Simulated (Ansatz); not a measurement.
# K on Al(100): change of the work function, part 2 of 4

How does K on the hollow site change the work function of Al(100) as the layer fills?

Ansatz 0.2.0; plane-wave DFT, PBE, Ansatz PAW.

So far, work function, upper face (eV): step 2 (the clean slab) 4.29.

## Step 3: Adsorbate added, k-mesh 4×4×1, coverage 0.111 ML

System of this step: KAl36 (K/Al(100)). The cell holds 37 atoms: 36 Al and 1 K. Its edges and angles: a = 8.591 Å, b = 8.591 Å, c = 26.738 Å, α = 90.0°, β = 90.0°, γ = 90.0°. Vacuum lies along c.

The clean slab as it ended is repeated in the plane and the adsorbate is set on one face; the cell's size fixes the coverage, and the k-mesh shrinks with it to keep the sampling density about even. Adsorbate and upper layers relax, since the dipole depends on the height.

The input, input.yaml:

```yaml
crystal:
  lattice:
    - [8.5913473914, 0.0, 0.0]
    - [0.0, 8.5913473914, 0.0]
    - [0.0, 0.0, 26.7384886602]
  atoms:
    - { symbol: Al, position: [0.1666666667, 0.1666666667, 0.3365934445] }
    - { symbol: Al, position: [0.0, 0.0, 0.4123269695] }
    - { symbol: Al, position: [0.1666666667, 0.1666666667, 0.4874745338] }
    - { symbol: Al, position: [0.0, 0.0, 0.5642013034] }
    - { symbol: Al, position: [0.1666666667, 0.5, 0.3365934445] }
    - { symbol: Al, position: [0.0, 0.3333333333, 0.4123269695] }
    - { symbol: Al, position: [0.1666666667, 0.5, 0.4874745338] }
    - { symbol: Al, position: [0.0, 0.3333333333, 0.5642013034] }
    - { symbol: Al, position: [0.1666666667, 0.8333333333, 0.3365934445] }
    - { symbol: Al, position: [0.0, 0.6666666667, 0.4123269695] }
    - { symbol: Al, position: [0.1666666667, 0.8333333333, 0.4874745338] }
    - { symbol: Al, position: [0.0, 0.6666666667, 0.5642013034] }
    - { symbol: Al, position: [0.5, 0.1666666667, 0.3365934445] }
    - { symbol: Al, position: [0.3333333333, 0.0, 0.4123269695] }
    - { symbol: Al, position: [0.5, 0.1666666667, 0.4874745338] }
    - { symbol: Al, position: [0.3333333333, 0.0, 0.5642013034] }
    - { symbol: Al, position: [0.5, 0.5, 0.3365934445] }
    - { symbol: Al, position: [0.3333333333, 0.3333333333, 0.4123269695] }
    - { symbol: Al, position: [0.5, 0.5, 0.4874745338] }
    - { symbol: Al, position: [0.3333333333, 0.3333333333, 0.5642013034] }
    - { symbol: Al, position: [0.5, 0.8333333333, 0.3365934445] }
    - { symbol: Al, position: [0.3333333333, 0.6666666667, 0.4123269695] }
    - { symbol: Al, position: [0.5, 0.8333333333, 0.4874745338] }
    - { symbol: Al, position: [0.3333333333, 0.6666666667, 0.5642013034] }
    - { symbol: Al, position: [0.8333333333, 0.1666666667, 0.3365934445] }
    - { symbol: Al, position: [0.6666666667, 0.0, 0.4123269695] }
    - { symbol: Al, position: [0.8333333333, 0.1666666667, 0.4874745338] }
    - { symbol: Al, position: [0.6666666667, 0.0, 0.5642013034] }
    - { symbol: Al, position: [0.8333333333, 0.5, 0.3365934445] }
    - { symbol: Al, position: [0.6666666667, 0.3333333333, 0.4123269695] }
    - { symbol: Al, position: [0.8333333333, 0.5, 0.4874745338] }
    - { symbol: Al, position: [0.6666666667, 0.3333333333, 0.5642013034] }
    - { symbol: Al, position: [0.8333333333, 0.8333333333, 0.3365934445] }
    - { symbol: Al, position: [0.6666666667, 0.6666666667, 0.4123269695] }
    - { symbol: Al, position: [0.8333333333, 0.8333333333, 0.4874745338] }
    - { symbol: Al, position: [0.6666666667, 0.6666666667, 0.5642013034] }
    - { symbol: K, position: [0.1666666667, 0.1666666667, 0.6634065555] }
kpoints:
  mp_grid: { grid: [4, 4, 1] }
hamiltonian:
  xc: pbe
scf:
  occupations: { method: fermi_dirac, width: 0.1 }
  convergence: { dr2_threshold: 1.0e-08 }
efield:
  axis: 3
  dipole_correction: true
  ramp_position: 0.97
  ramp_width: 0.06
relax:
  f_tol: 0.02
  max_steps: 60
  constraints:
    - { sites: [0, 1, 4, 5, 8, 9, 12, 13, 16, 17, 20, 21, 24, 25, 28, 29, 32, 33] }
output:
  write_potential: true
  write_density: true
  volumetric_format: npy
```

Launch:

```sh
ansatz run input.yaml --threads 2 --pin off --max-ram 4096MiB --backend cpu --events-out ev --progress --plain --runs-dir out
```

What it wrote:

```text
[...]
Crystal: 37 atoms, lattice volume = 1973.601 Å³
Basis set: ecut = 420 eV, 38593 PW (Γ), exchange–correlation on 120×120×360 points (8 copies of the dense FFT grid, shifted against one another)
Bands: 96, of which v1, the nominal top of the filled ones, is band 59 counted from 1 (58 counted from 0)
Symmetry: 8 space group operations
[...]
k-points: 6 of 16
[...]
SCF iter   1: F=—  HF=-20880.172798 eV  |F-HF|=—  |Δ(HF+E_count)|=         —  Δρ=1.14e-3  dr2=3.79e-1  ethr=1.77e-3  p=0.741 e·Å  D=6.79e-2 V/Å  ΔV_dip=-1.82 eV  dr2_dipole=7.37e-2  V_vac-E_F(+/−)=2.34/4.16 eV  ⟨swp⟩=19.0  Hψ=4759  notcnv=0  defer=3
[...]
SCF iter   8: F=-20880.158863 eV  HF=-20880.158863 eV  |F-HF|=5.01e-9  |Δ(HF+E_count)|=   6.31e-8  Δρ=2.79e-7  dr2=3.57e-9  ethr=8.55e-12  p=0.907 e·Å  D=8.31e-2 V/Å  ΔV_dip=-2.22 eV  dr2_dipole=1.19e-12  V_vac-E_F(+/−)=2.08/4.31 eV  ⟨swp⟩=10.3  Hψ=3887  notcnv=0
SCF 1 converged in 8 iterations: F = -20880.158863 eV  dr2 = 3.57e-9
[...]
relax step   1: F+E_penalty+E_count = -20880.15886290 eV  Δ(F+E_penalty+E_count) = +0.000e0 eV  max|allowed force component| = 5.058e-1 eV/Å  Δτ_max = 0.0000 Å  (8 SCF iters, accepted)
[...]
SCF iter   7: F=-20880.205741 eV  HF=-20880.205741 eV  |F-HF|=1.73e-8  |Δ(HF+E_count)|=   7.89e-8  Δρ=4.37e-7  dr2=7.04e-9  ethr=8.55e-12  p=0.941 e·Å  D=8.63e-2 V/Å  ΔV_dip=-2.31 eV  dr2_dipole=8.90e-11  V_vac-E_F(+/−)=2.00/4.31 eV  ⟨swp⟩=10.5  Hψ=4088  notcnv=0
SCF 2 converged in 7 iterations: F = -20880.205741 eV  dr2 = 7.04e-9
relax step   2: F+E_penalty+E_count = -20880.20574094 eV  Δ(F+E_penalty+E_count) = -4.688e-2 eV  max|allowed force component| = 2.265e-1 eV/Å  Δτ_max = 0.0534 Å  (7 SCF iters, accepted)
SCF iter   1: F=—  HF=-20880.215316 eV  |F-HF|=—  |Δ(HF+E_count)|=         —  Δρ=3.20e-4  dr2=1.55e-2  ethr=1.38e-4  p=0.941 e·Å  D=8.63e-2 V/Å  ΔV_dip=-2.31 eV  dr2_dipole=5.69e-3  V_vac-E_F(+/−)=1.99/4.30 eV  ⟨swp⟩=4.3  Hψ=1563  notcnv=0  defer=16
[...]
SCF iter   7: F=-20880.216198 eV  HF=-20880.216198 eV  |F-HF|=6.41e-9  |Δ(HF+E_count)|=   4.71e-8  Δρ=3.54e-7  dr2=4.18e-9  ethr=8.55e-12  p=0.982 e·Å  D=9.00e-2 V/Å  ΔV_dip=-2.41 eV  dr2_dipole=7.32e-11  V_vac-E_F(+/−)=1.90/4.31 eV  ⟨swp⟩=10.7  Hψ=3918  notcnv=0
SCF 3 converged in 7 iterations: F = -20880.216198 eV  dr2 = 4.18e-9
relax step   3: F+E_penalty+E_count = -20880.21619798 eV  Δ(F+E_penalty+E_count) = -1.046e-2 eV  max|allowed force component| = 2.819e-2 eV/Å  Δτ_max = 0.0804 Å  (7 SCF iters, accepted)
SCF iter   1: F=—  HF=-20880.214894 eV  |F-HF|=—  |Δ(HF+E_count)|=         —  Δρ=5.09e-5  dr2=2.93e-4  ethr=2.79e-6  p=0.982 e·Å  D=9.00e-2 V/Å  ΔV_dip=-2.41 eV  dr2_dipole=8.64e-6  V_vac-E_F(+/−)=1.90/4.30 eV  ⟨swp⟩=2.8  Hψ=1187  notcnv=0  defer=15
[...]
SCF iter   6: F=-20880.216452 eV  HF=-20880.216452 eV  |F-HF|=3.24e-9  |Δ(HF+E_count)|=   1.68e-8  Δρ=1.56e-7  dr2=1.24e-9  ethr=8.55e-12  p=0.988 e·Å  D=9.06e-2 V/Å  ΔV_dip=-2.42 eV  dr2_dipole=1.87e-10  V_vac-E_F(+/−)=1.88/4.31 eV  ⟨swp⟩=9.5  Hψ=3490  notcnv=0
SCF 4 converged in 6 iterations: F = -20880.216452 eV  dr2 = 1.24e-9
relax step   4: F+E_penalty+E_count = -20880.21645225 eV  Δ(F+E_penalty+E_count) = -2.543e-4 eV  max|allowed force component| = 2.471e-3 eV/Å  Δτ_max = 0.0099 Å  (6 SCF iters, accepted)
NSCF: frozen V_eff on 6 k-points
the band table was solved once a step of the walk had ended and its energy, with any forces and stress, was formed, with the checks that follow a solve (4000 applications of the Hamiltonian). They found nothing against the state; the energy, forces and stress were not computed again (output.eigenvalues in the input reference)
[...]
SCF converged after 6 iterations
Free energy (F): -20880.216452 eV
[...]
Internal energy: -20879.663457 eV  (E = F + TS)
E sigma→0 (E₀):  -20879.939955 eV
Entropy (-TS):   -0.552995 eV (-14.946 meV/atom)
Fermi energy:    0.393206 eV
Dipole field:    D = 0.090553 V/Å  (p = 0.987642 e·Å, saw-weighted, corrected)
Work function:   Φ+ = 1.8841 eV   Φ− = 4.3053 eV
[...]
--- Forces (eV/Å), atoms counted from 1 ---
  atom   1  Al    -0.00000000    -0.00000000    -0.04671677
  atom   2  Al    -0.01263593    -0.01263593     0.07191360
  atom   3  Al    -0.00000000     0.00000000    -0.00247117
  atom   4  Al    -0.00034034    -0.00034034     0.00070643
  atom   5  Al    -0.00000000     0.00784091    -0.05872194
  atom   6  Al    -0.01263593     0.01263593     0.07191360
  atom   7  Al    -0.00000000     0.00020203    -0.00068821
  atom   8  Al    -0.00034034     0.00034034     0.00070643
  atom   9  Al    -0.00000000    -0.00784091    -0.05872194
  atom  10  Al    -0.01260827     0.00000000     0.05584852
  atom  11  Al    -0.00000000    -0.00020203    -0.00068821
  atom  12  Al    -0.00071472     0.00000000     0.00031020
  atom  13  Al     0.00784091     0.00000000    -0.05872194
  atom  14  Al     0.01263593    -0.01263593     0.07191360
  atom  15  Al     0.00020203     0.00000000    -0.00068821
  atom  16  Al     0.00034034    -0.00034034     0.00070643
  atom  17  Al     0.00253334     0.00253334    -0.06379219
  atom  18  Al     0.01263593     0.01263593     0.07191360
  atom  19  Al    -0.00001163    -0.00001163    -0.00059225
  atom  20  Al     0.00034034     0.00034034     0.00070643
  atom  21  Al     0.00253334    -0.00253334    -0.06379219
  atom  22  Al     0.01260827     0.00000000     0.05584852
  atom  23  Al    -0.00001163     0.00001163    -0.00059225
  atom  24  Al     0.00071472     0.00000000     0.00031020
  atom  25  Al    -0.00784091     0.00000000    -0.05872194
  atom  26  Al     0.00000000    -0.01260827     0.05584852
  atom  27  Al    -0.00020203     0.00000000    -0.00068821
  atom  28  Al     0.00000000    -0.00071472     0.00031020
  atom  29  Al    -0.00253334     0.00253334    -0.06379219
  atom  30  Al     0.00000000     0.01260827     0.05584852
  atom  31  Al     0.00001163    -0.00001163    -0.00059225
  atom  32  Al     0.00000000     0.00071472     0.00031020
  atom  33  Al    -0.00253334    -0.00253334    -0.06379219
  atom  34  Al     0.00000000     0.00000000     0.02651578
  atom  35  Al     0.00001163     0.00001163    -0.00059225
  atom  36  Al     0.00000000     0.00000000     0.00057871
  atom  37  K      0.00000000     0.00000000     0.00216285
  max |Σ_I F_I| component: 6.03e-6 eV/Å
--- Band table (eV; the first three rows and the last of 6) ---
  k-point 0: bands = [... 55 lower, 0.1163, 0.1332, 0.1704, 0.1835, 0.1835, 0.2125, 0.3073, 0.3075, ... 33 higher]
  k-point 1: bands = [... 55 lower, -0.1581, 0.2856, 0.3043, 0.6483, 0.6549, 0.8327, 0.8384, 0.8836, ... 33 higher]
  k-point 2: bands = [... 55 lower, -0.5143, 0.3157, 0.3840, 0.5911, 0.6274, 0.6633, 0.6728, 1.3570, ... 33 higher]
  k-point 5: bands = [... 55 lower, 0.6807, 0.7294, 0.7294, 0.7922, 0.8304, 0.8427, 0.8437, 0.8558, ... 33 higher]
--- Relaxed structure (4 steps of the walk, 4 accepted, 0 SCFs on fresh bases) ---
  F+E_penalty+E_count = -20880.21645225 eV   max|allowed force component| = 2.471e-3 eV/Å
  atoms:
    - { symbol: Al, position: [0.166667, 0.166667, 0.336593] }
    - { symbol: Al, position: [1.666666e-11, 1.666666e-11, 0.412327] }
    - { symbol: Al, position: [0.166667, 0.166667, 0.487604] }
    - { symbol: Al, position: [-0.00174649, -0.00174649, 0.562778] }
    - { symbol: Al, position: [0.166667, 0.500000, 0.336593] }
    - { symbol: Al, position: [1.666666e-11, 0.333333, 0.412327] }
    - { symbol: Al, position: [0.166667, 0.500628, 0.487563] }
    - { symbol: Al, position: [-0.00174649, 0.335080, 0.562778] }
    - { symbol: Al, position: [0.166667, 0.833333, 0.336593] }
    - { symbol: Al, position: [1.666666e-11, 0.666667, 0.412327] }
    - { symbol: Al, position: [0.166667, 0.832706, 0.487563] }
    - { symbol: Al, position: [-1.199235e-5, 0.666667, 0.564589] }
    - { symbol: Al, position: [0.500000, 0.166667, 0.336593] }
    - { symbol: Al, position: [0.333333, 1.666666e-11, 0.412327] }
    - { symbol: Al, position: [0.500628, 0.166667, 0.487563] }
    - { symbol: Al, position: [0.335080, -0.00174649, 0.562778] }
    - { symbol: Al, position: [0.500000, 0.500000, 0.336593] }
    - { symbol: Al, position: [0.333333, 0.333333, 0.412327] }
    - { symbol: Al, position: [0.500638, 0.500638, 0.487677] }
    - { symbol: Al, position: [0.335080, 0.335080, 0.562778] }
    - { symbol: Al, position: [0.500000, 0.833333, 0.336593] }
    - { symbol: Al, position: [0.333333, 0.666667, 0.412327] }
    - { symbol: Al, position: [0.500638, 0.832695, 0.487677] }
    - { symbol: Al, position: [0.333345, 0.666667, 0.564589] }
    - { symbol: Al, position: [0.833333, 0.166667, 0.336593] }
    - { symbol: Al, position: [0.666667, 1.666666e-11, 0.412327] }
    - { symbol: Al, position: [0.832706, 0.166667, 0.487563] }
    - { symbol: Al, position: [0.666667, -1.199235e-5, 0.564589] }
    - { symbol: Al, position: [0.833333, 0.500000, 0.336593] }
    - { symbol: Al, position: [0.666667, 0.333333, 0.412327] }
    - { symbol: Al, position: [0.832695, 0.500638, 0.487677] }
    - { symbol: Al, position: [0.666667, 0.333345, 0.564589] }
    - { symbol: Al, position: [0.833333, 0.833333, 0.336593] }
    - { symbol: Al, position: [0.666667, 0.666667, 0.412327] }
    - { symbol: Al, position: [0.832695, 0.832695, 0.487677] }
    - { symbol: Al, position: [0.666667, 0.666667, 0.564656] }
    - { symbol: K, position: [0.166667, 0.166667, 0.668780] }
```

Elapsed: 4.1 min, on 2 threads of Arm Neoverse V1, shared host; peak memory 2.5 GiB; 7.8 min of CPU time.

The steps of the relaxation:

| step | energy less that of the first step (eV) | largest force component (eV/Å) |
| --- | --- | --- |
| 1 | 0.0000 | 0.5058 |
| 2 | -0.0469 | 0.2265 |
| 3 | -0.0573 | 0.0282 |
| 4 | -0.0576 | 0.0025 |

Forces are held to the 8 operations that the program found; a distortion that breaks them can't arise in this run.

The atoms that moved most (Å):

| atom | dx | dy | dz | length |
| --- | --- | --- | --- | --- |
| K37 | 0.000 | 0.000 | 0.144 | 0.144 |
| Al4 | -0.015 | -0.015 | -0.038 | 0.044 |
| Al8 | -0.015 | 0.015 | -0.038 | 0.044 |
| Al16 | 0.015 | -0.015 | -0.038 | 0.044 |
| Al20 | 0.015 | 0.015 | -0.038 | 0.044 |
| Al36 | 0.000 | 0.000 | 0.012 | 0.012 |
| Al28 | 0.000 | 0.000 | 0.010 | 0.010 |
| Al12 | 0.000 | 0.000 | 0.010 | 0.010 |

The relaxed structure:

```
Al K
1.0
     8.59135    0.00000    0.00000
     0.00000    8.59135    0.00000
     0.00000    0.00000   26.73849
Al K
36 1
Direct
  0.16667 0.16667 0.33659
  0.00000 0.00000 0.41233
  0.16667 0.16667 0.48760
  0.99825 0.99825 0.56278
  0.16667 0.50000 0.33659
  0.00000 0.33333 0.41233
  0.16667 0.50063 0.48756
  0.99825 0.33508 0.56278
  0.16667 0.83333 0.33659
  0.00000 0.66667 0.41233
  0.16667 0.83271 0.48756
  0.99999 0.66667 0.56459
  0.50000 0.16667 0.33659
  0.33333 0.00000 0.41233
  0.50063 0.16667 0.48756
  0.33508 0.99825 0.56278
  0.50000 0.50000 0.33659
  0.33333 0.33333 0.41233
  0.50064 0.50064 0.48768
  0.33508 0.33508 0.56278
  0.50000 0.83333 0.33659
  0.33333 0.66667 0.41233
  0.50064 0.83270 0.48768
  0.33335 0.66667 0.56459
  0.83333 0.16667 0.33659
  0.66667 0.00000 0.41233
  0.83271 0.16667 0.48756
  0.66667 0.99999 0.56459
  0.83333 0.50000 0.33659
  0.66667 0.33333 0.41233
  0.83270 0.50064 0.48768
  0.66667 0.33335 0.56459
  0.83333 0.83333 0.33659
  0.66667 0.66667 0.41233
  0.83270 0.83270 0.48768
  0.66667 0.66667 0.56466
  0.16667 0.16667 0.66878
```

Numbers from this step:

```yaml
energy_at_zero_smearing: -20879.9400 eV
work_function_upper_face: 1.884 eV
work_function_lower_face: 4.305 eV
dipole_along_the_normal: 0.9876 e·Å
step_between_the_vacuum_levels: -2.421 eV
```

Running mean over 2.025 Å of the planar mean; the ramp of the sawtooth is left out. Electron's electrostatic potential energy less the Fermi level against z:

z (Å), electron's electrostatic potential energy less the Fermi level (eV) and a bar from the least value:
```
        4       4.31 ##############################
        5       4.30 ##############################
        6       4.24 ##############################
        7       3.51 ###########################
        8      -0.51 ##############
        9      -4.17 #
       10      -4.55 
       11      -4.58 
       12      -4.60 
       13      -4.57 
       14      -4.52 
       15      -4.26 #
       16      -1.11 ############
       17       1.89 ######################
       18       1.55 #####################
       19       1.61 #####################
       20       1.87 ######################
       21       1.88 ######################
       22       1.88 ######################
       23       1.88 ######################
```

The relaxation took 4 steps and lowered the energy by 0.058 eV; the largest force on the free atoms ends at 0.0025 eV/Å.

The covered face has 1.88 eV, -2.41 eV against the clean one; the bare back face has moved by +0.00 eV, a measure of how thin the slab is.

(Continued in part 3 of 4.)

[Long decimals in the printed logs are rounded to 6 places.]

[Logs are printed without paths, hosts, clocks, repeated set-up lines and the standing remarks that a program may print on its own settings, such as how far it seeks lower states.]

[Hosts, paths, dates, database ids (printed as entryN), source tags and the programs' standing remarks are cut or masked in the printed files.]

[Maps of the electrostatic potential energy from Ansatz leave out the sawtooth potential of an applied field or a dipole correction, so their vacuum need not be flat; planar profiles and work functions include it.]
